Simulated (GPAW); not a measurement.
**O K ELNES/XANES of NaHCO2 (C2/c) from DFT**

What does one-electron theory with a core hole give for the O K edge of NaHCO2 (C2/c)?

Method: X-ray absorption from dipole matrix elements to empty bands, plane-wave PAW LDA, in GPAW 26.7.0.

## (1) The structure

It takes space group C2/c (No. 15, monoclinic). The conventional cell has a = 6.303 Å, b = 6.908 Å, c = 6.235 Å, α = 90.00°, β = 116.23°, γ = 90.00°. Nearest to Na lie 6 O at 2.43 to 2.54 Å. O has 1 C at 1.27 Å and 1 H at 2.04 Å and 3 Na at 2.43 to 2.54 Å nearest. Nearest to C lie 1 H at 1.11 Å and 2 O at 1.27 Å. Nearest to H lie 1 C at 1.11 Å. Farther neighbours and most contacts between anions are not listed.

Coordinates:

```cif
data_structure
_symmetry_space_group_name_H-M 'P 1'
_symmetry_Int_Tables_number 1
_cell_length_a 4.6755
_cell_length_b 4.6755
_cell_length_c 6.2346
_cell_angle_alpha 107.331
_cell_angle_beta 107.331
_cell_angle_gamma 95.248
_cell_volume 121.74
loop_
_atom_site_label
_atom_site_type_symbol
_atom_site_fract_x
_atom_site_fract_y
_atom_site_fract_z
_atom_site_occupancy
Na1 Na 0.86253 0.13747 0.25000 1
Na2 Na 0.13747 0.86253 0.75000 1
O3 O 0.05450 0.67038 0.31969 1
O4 O 0.32963 0.94550 0.18031 1
O5 O 0.67038 0.05450 0.81969 1
O6 O 0.94550 0.32963 0.68031 1
C7 C 0.27658 0.72342 0.25000 1
C8 C 0.72342 0.27658 0.75000 1
H9 H 0.43770 0.56230 0.25000 1
H10 H 0.56230 0.43770 0.75000 1
```

## (2) The field without a hole

The ground state comes first: it tells whether the system has a gap, which decides how the excited electron is treated.

File scf.py:

```python
import numpy as np
from ase import Atoms
from ase.parallel import parprint, paropen
from gpaw import GPAW, PW, FermiDirac, Mixer, MixerDif, setup_paths
from gpaw.test import gen
setup_paths.insert(0, '.')
gen('O', name='nch1s', xcname='LDA', corehole=(1, 0, 0), write_xml=True)
from gpaw.mpi import world
world.barrier()

atoms = Atoms('Na2O4C2H2',
    cell=[[3.151267, -3.453993, 0],
     [3.151267, 3.453993, 0],
     [-2.75556, 0, 5.592587]],
    scaled_positions=[[0.862528, 0.137472, 0.25],
     [0.137472, 0.862528, 0.75],
     [0.054496, 0.670375, 0.31969],
     [0.329625, 0.945504, 0.18031],
     [0.670375, 0.054496, 0.81969],
     [0.945504, 0.329625, 0.68031],
     [0.276578, 0.723422, 0.25],
     [0.723422, 0.276578, 0.75],
     [0.437704, 0.562296, 0.25],
     [0.562296, 0.437704, 0.75]],
    pbc=True)
atoms.calc = calc = GPAW(legacy_gpaw=True, mode=PW(500, force_complex_dtype=True), xc='LDA', setups={2: 'nch1s'},
    kpts={'size': (5, 5, 4), 'gamma': True}, occupations=FermiDirac(0.05),
    charge=0, mixer=Mixer(0.1, 5, 50), maxiter=150,
    convergence={'density': 0.0001, 'eigenstates': 1e-6}, txt='scf.txt')
energy = atoms.get_potential_energy() + calc.get_reference_energy()
ef = calc.get_fermi_level()
out = dict(energy=energy, fermi=ef, forces=atoms.get_forces().tolist())
parprint(f'all-electron energy {energy:.4f} eV, Fermi level {ef:.4f} eV')
ev = np.array([[calc.get_eigenvalues(k, s) for k in range(len(calc.get_ibz_k_points()))] for s in range(calc.get_number_of_spins())])
out['homo'], out['lumo'], out['counts'] = ev[ev < ef].max(), ev[ev > ef].min(), sorted(set((ev < ef).sum((0, 2)).tolist()))
out['filled'] = (ev[:, 0] < ef).sum(1).tolist()
import json
with paropen('out.json', 'w') as f:
    json.dump(out, f)
```

Run with:

```console
> OMP_NUM_THREADS=1 mpirun -n 4 gpaw python scf.py
```

Numbers of over 12 decimals in the logs are rounded to 6 here.

The log of the run:

```text
Input parameters:
  convergence: {density: 0.0001,
                eigenstates: 1e-06}
  kpts: {gamma: True,
         size: (5, 5, 4)}
  maxiter: 150
  mixer: {backend: pulay,
          beta: 0.1,
          method: separate,
          nmaxold: 5,
          weight: 50}
  mode: {ecut: 500.0,
         force_complex_dtype: True,
         name: pw}
  occupations: {fixmagmom: False,
                name: fermi-dirac,
                width: 0.05}
  setups: {2: nch1s}

Initialize ...

[... PAW data sets ...]

Reference energy: -18970.912354  # eV

Spin-paired calculation

[... convergence settings ...]
Symmetries present (total): 1
  [... symmetry matrices ...]

100 k-points: 5 x 5 x 4 Monkhorst-Pack grid + [0.000000,0.000000,1/8]
51 k-points in the irreducible part of the Brillouin zone
       k-points in crystal coordinates                weights
   0:     0.00000000    0.00000000    0.00000000          1/100
   1:     0.00000000    0.00000000    0.25000000          2/100
   2:     0.00000000    0.00000000    0.50000000          1/100
   3:     0.00000000    0.20000000   -0.25000000          2/100
   4:     0.00000000    0.20000000    0.00000000          2/100
   5:     0.00000000    0.20000000    0.25000000          2/100
   6:     0.00000000    0.20000000    0.50000000          2/100
   7:     0.00000000    0.40000000   -0.25000000          2/100
   8:     0.00000000    0.40000000    0.00000000          2/100
   9:     0.00000000    0.40000000    0.25000000          2/100
          ...
  50:     0.40000000    0.40000000    0.50000000          2/100

Wave functions: Plane wave expansion
  Cutoff energy: 500.000 eV
  Number of coefficients (min, max): 3072, 3116
  Pulay-stress correction: 0.000000 eV/Ang^3 (de/decut=0.000000)
  Using FFTW library
  Wavefunction extrapolation:
    Improved wavefunction reuse through dual PAW basis

Occupation numbers: Fermi-Dirac:
  width: 0.0500  # eV

Eigensolver
   Davidson(niter=2)

Densities:
  Coarse grid: 25*25*35 grid
  Fine grid: 50*50*70 grid
  Total Charge: 0.000000

Density mixing:
  Method: separate
  Backend: pulay
  Linear mixing parameter: 0.1
  old densities: 5
  Width of damping distribution: 1.1
  Damping of long wavelength oscillations: 50

[... Hamiltonian set-up ...]
Number of atoms: 10
Number of atomic orbitals: 40
Number of bands in calculation: 33
Number of valence electrons: 48
Bands to converge: occupied

... initialized

Initializing position-dependent things.

Density initialized from atomic densities
Creating initial wave functions:
  33 bands from LCAO basis set

             Na

           H
       O  C   O
            O   C  O
               H

             Na

Atomic positions and initial magnetic moments

Positions:
   0 Na     2.462377   -2.504338    1.398147    ( 0.0000,  0.0000,  0.0000)
   1 Na     1.084597    2.504338    4.194440    ( 0.0000,  0.0000,  0.0000)
   2 O      1.403337    2.127242    1.787894    ( 0.0000,  0.0000,  0.0000)
   3 O      3.521417    2.127242    1.008399    ( 0.0000,  0.0000,  0.0000)
   4 O      0.025557   -2.127242    4.584188    ( 0.0000,  0.0000,  0.0000)
   5 O      2.143637   -2.127242    3.804693    ( 0.0000,  0.0000,  0.0000)
   6 C      2.462377    1.543396    1.398147    ( 0.0000,  0.0000,  0.0000)
   7 C      1.084597   -1.543396    4.194440    ( 0.0000,  0.0000,  0.0000)
   8 H      2.462377    0.430340    1.398147    ( 0.0000,  0.0000,  0.0000)
   9 H      1.084597   -0.430340    4.194440    ( 0.0000,  0.0000,  0.0000)

Unit cell:
           periodic     x           y           z      points  spacing
  1. axis:    yes    3.151267   -3.453993    0.000000    25     0.1750
  2. axis:    yes    3.151267    3.453993    0.000000    25     0.1750
  3. axis:    yes   -2.755560    0.000000    5.592587    35     0.1598

  Lengths:   4.675527   4.675527   6.234592
  Angles:  107.330938 107.330938  95.248179

Effective grid spacing dv^(1/3) = 0.1772

iter:   1   -68.531955
iter:   2   -66.881520   -1.02  -0.93
iter:   3   -64.835928   -1.02  -1.02
iter:   4   -64.611685   -2.05  -1.33
iter:   5   -64.573642   -2.00  -1.53
iter:   6   -64.534946   -2.53  -2.04
iter:   7   -64.524782   -3.09  -2.25
iter:   8   -64.524433c  -4.33  -2.76
iter:   9   -64.523745c  -4.00  -2.83
iter:  10   -64.523570c  -5.20  -3.19
iter:  11   -64.523570c  -5.80  -3.61
iter:  12   -64.523560c  -5.99  -3.73
iter:  13   -64.523558c  -6.85c -3.85
iter:  14   -64.523557c  -7.28c -3.97
iter:  15   -64.523557c  -7.53c -4.11c

Converged after 15 iterations.

Dipole moment: (0.000000, -0.000000, 0.000000) |e|*Ang

Energy contributions relative to reference atoms: (reference = -18970.912354)

Kinetic:        +50.058231
Potential:      -53.333870
External:        +0.000000
XC:             -61.327871
Entropy (-ST):   -0.000000
Local:           +0.079954
SIC:             +0.000000
--------------------------
Free energy:    -64.523557
Extrapolated:   -64.523557

Showing only first 2 kpts
 Kpt  Band  Eigenvalues  Occupancy
  0    22     -1.23992    2.00000
  0    23     -1.23480    2.00000
  0    24      4.31603    0.00000
  0    25      4.38997    0.00000

  1    22     -1.30128    2.00000
  1    23     -1.30010    2.00000
  1    24      4.32089    0.00000
  1    25      4.36024    0.00000

Fermi level: 0.26159

Gap: 4.754 eV
Transition (v -> c):
  (s=0, k=43, n=23, [0.40, 0.20, -0.25]) -> (s=0, k=49, n=24, [0.40, 0.40, 0.25])
Direct/indirect transitions are different
Direct gap: 4.840 eV
Transition at: (s=0, k=32, n=23, [0.40, -0.40, 0.00])

Forces in eV/Ang:
  0 Na   -0.00000   -0.01779    0.00000
  1 Na    0.00000    0.01779   -0.00000
  2 O     0.63923   -0.31494   -0.23476
  3 O    -0.63924   -0.31497    0.23456
  4 O     0.63924    0.31497   -0.23456
  5 O    -0.63923    0.31494    0.23476
  6 C    -0.00000    0.93971   -0.00000
  7 C     0.00000   -0.93971    0.00000
  8 H     0.00000   -0.21542   -0.00000
  9 H    -0.00000    0.21542    0.00000
Scalar-relativistic atomic LDA calculation for O (Oxygen, Z=8)
Core hole in 1s state (1s occupation: 2.0)
300 radial gridpoints.
|------------------------------------------------|
|------------------------------------------------|
[... the atom generator's iteration count ...]

Energy contributions:
-------------------------
Kinetic:      +74.266897
XC:            -7.772280
Potential:   -141.018865
-------------------------
Total:        -74.524248

state      eigenvalue         ekin         rmax
-----------------------------------------------
1s^2.0 :   -18.772897    28.821965        0.130
2s^2.0 :    -0.872866     3.204810        0.874
2p^4.0 :    -0.337925     2.553337        0.813
-----------------------------------------------
(units: Bohr and Hartree)

Generating PAW setup
Kinetic energy of the core from tauc = 57.689706
Cutoffs:
rc(s)=1.300
rc(p)=1.130
rc(d)=1.170
rc(vbar)=1.300
rc(comp)=1.260
rc(nct)=1.300

Kinetic energy of the core states: 57.643930
Charge: 0.0
Core electrons: 2.0
Valence electrons: 6.0
Pseudo-core charge: 0.000776
Shape function alpha=6.299
Pseudo-electron charge 5.666261
state    eigenvalue         norm
--------------------------------
2s(2) :    -0.872866     1.079797
*s    :     0.127134
2p(4) :    -0.337925     0.876472
*p    :     0.662075
*d    :     0.000000
--------------------------------

Diagonalizing with gridspacing h=0.050

state   all-electron     PAW
-------------------------------
2s:      -0.872866    -0.873954
2p:      -0.337925    -0.341740
*d:                    0.050276
*f:                    0.077289
-------------------------------
all-electron energy -19035.4359 eV, Fermi level 0.2616 eV
```

Elapsed: 27 s, on 4 MPI ranks of Intel Xeon Platinum 8488C (Sapphire Rapids), shared host; peak memory 0.25 GiB.

The mesh shows a gap of 4.75 eV, so the hole is first treated in a charged cell, without the excited electron.

## (3) Reference energy of the cell

The photon energy needs a difference of total energies, so the cell and mesh of the coming hole run are first run without a hole.

Changes to scf.py since step 2:

```diff
@@ -26,3 +26,3 @@
 atoms.calc = calc = GPAW(legacy_gpaw=True, mode=PW(500, force_complex_dtype=True), xc='LDA', setups={2: 'nch1s'},
-    kpts={'size': (5, 5, 4), 'gamma': True}, occupations=FermiDirac(0.05),
+    kpts={'size': (4, 4, 3), 'gamma': True}, occupations=FermiDirac(0.02),
     charge=0, mixer=Mixer(0.1, 5, 50), maxiter=150,
```

The log of the run:

```text
Input parameters:
  convergence: {density: 0.0001,
                eigenstates: 1e-06}
  kpts: {gamma: True,
         size: (4, 4, 3)}
  maxiter: 150
  mixer: {backend: pulay,
          beta: 0.1,
          method: separate,
          nmaxold: 5,
          weight: 50}
  mode: {ecut: 500.0,
         force_complex_dtype: True,
         name: pw}
  occupations: {fixmagmom: False,
                name: fermi-dirac,
[...]
2s(2) :    -0.872866     1.079797
*s    :     0.127134
2p(4) :    -0.337925     0.876472
*p    :     0.662075
*d    :     0.000000
--------------------------------

Diagonalizing with gridspacing h=0.050

state   all-electron     PAW
-------------------------------
2s:      -0.872866    -0.873954
2p:      -0.337925    -0.341740
*d:                    0.050276
*f:                    0.077289
-------------------------------
all-electron energy -19035.4293 eV, Fermi level -0.2508 eV
[key lines of the parts left out:]
Converged after 15 iterations.
Dipole moment: (0.000000, -0.000000, 0.000000) |e|*Ang
Free energy:    -64.516917
Fermi level: -0.25084
```

Run time: 16 s. Hardware: 4 MPI ranks; peak memory 0.24 GiB.

Reference energy: -19035.429 eV with the cores included.

[end of part 1 of 2]

[Banner, clock and machine lines of the logs are left out without a mark of their own.]

[Logs are printed without paths, hosts, clocks, repeated set-up lines and the standing remarks that a program may print on its own settings, such as how far it seeks lower states.]

[Hosts, paths, dates, database ids (printed as entryN), source tags and the programs' standing remarks are cut or masked in the printed files.]

[Lists of maxima count a maximum above −3 eV only where it reaches 4 % of the highest in the window and stands out from its surroundings by 2 % of it (1.5 % where it reaches 55 %); shoulders and weaker maxima are passed over, and of the rest the first, up to two pre-edge ones and the few strongest are named.]
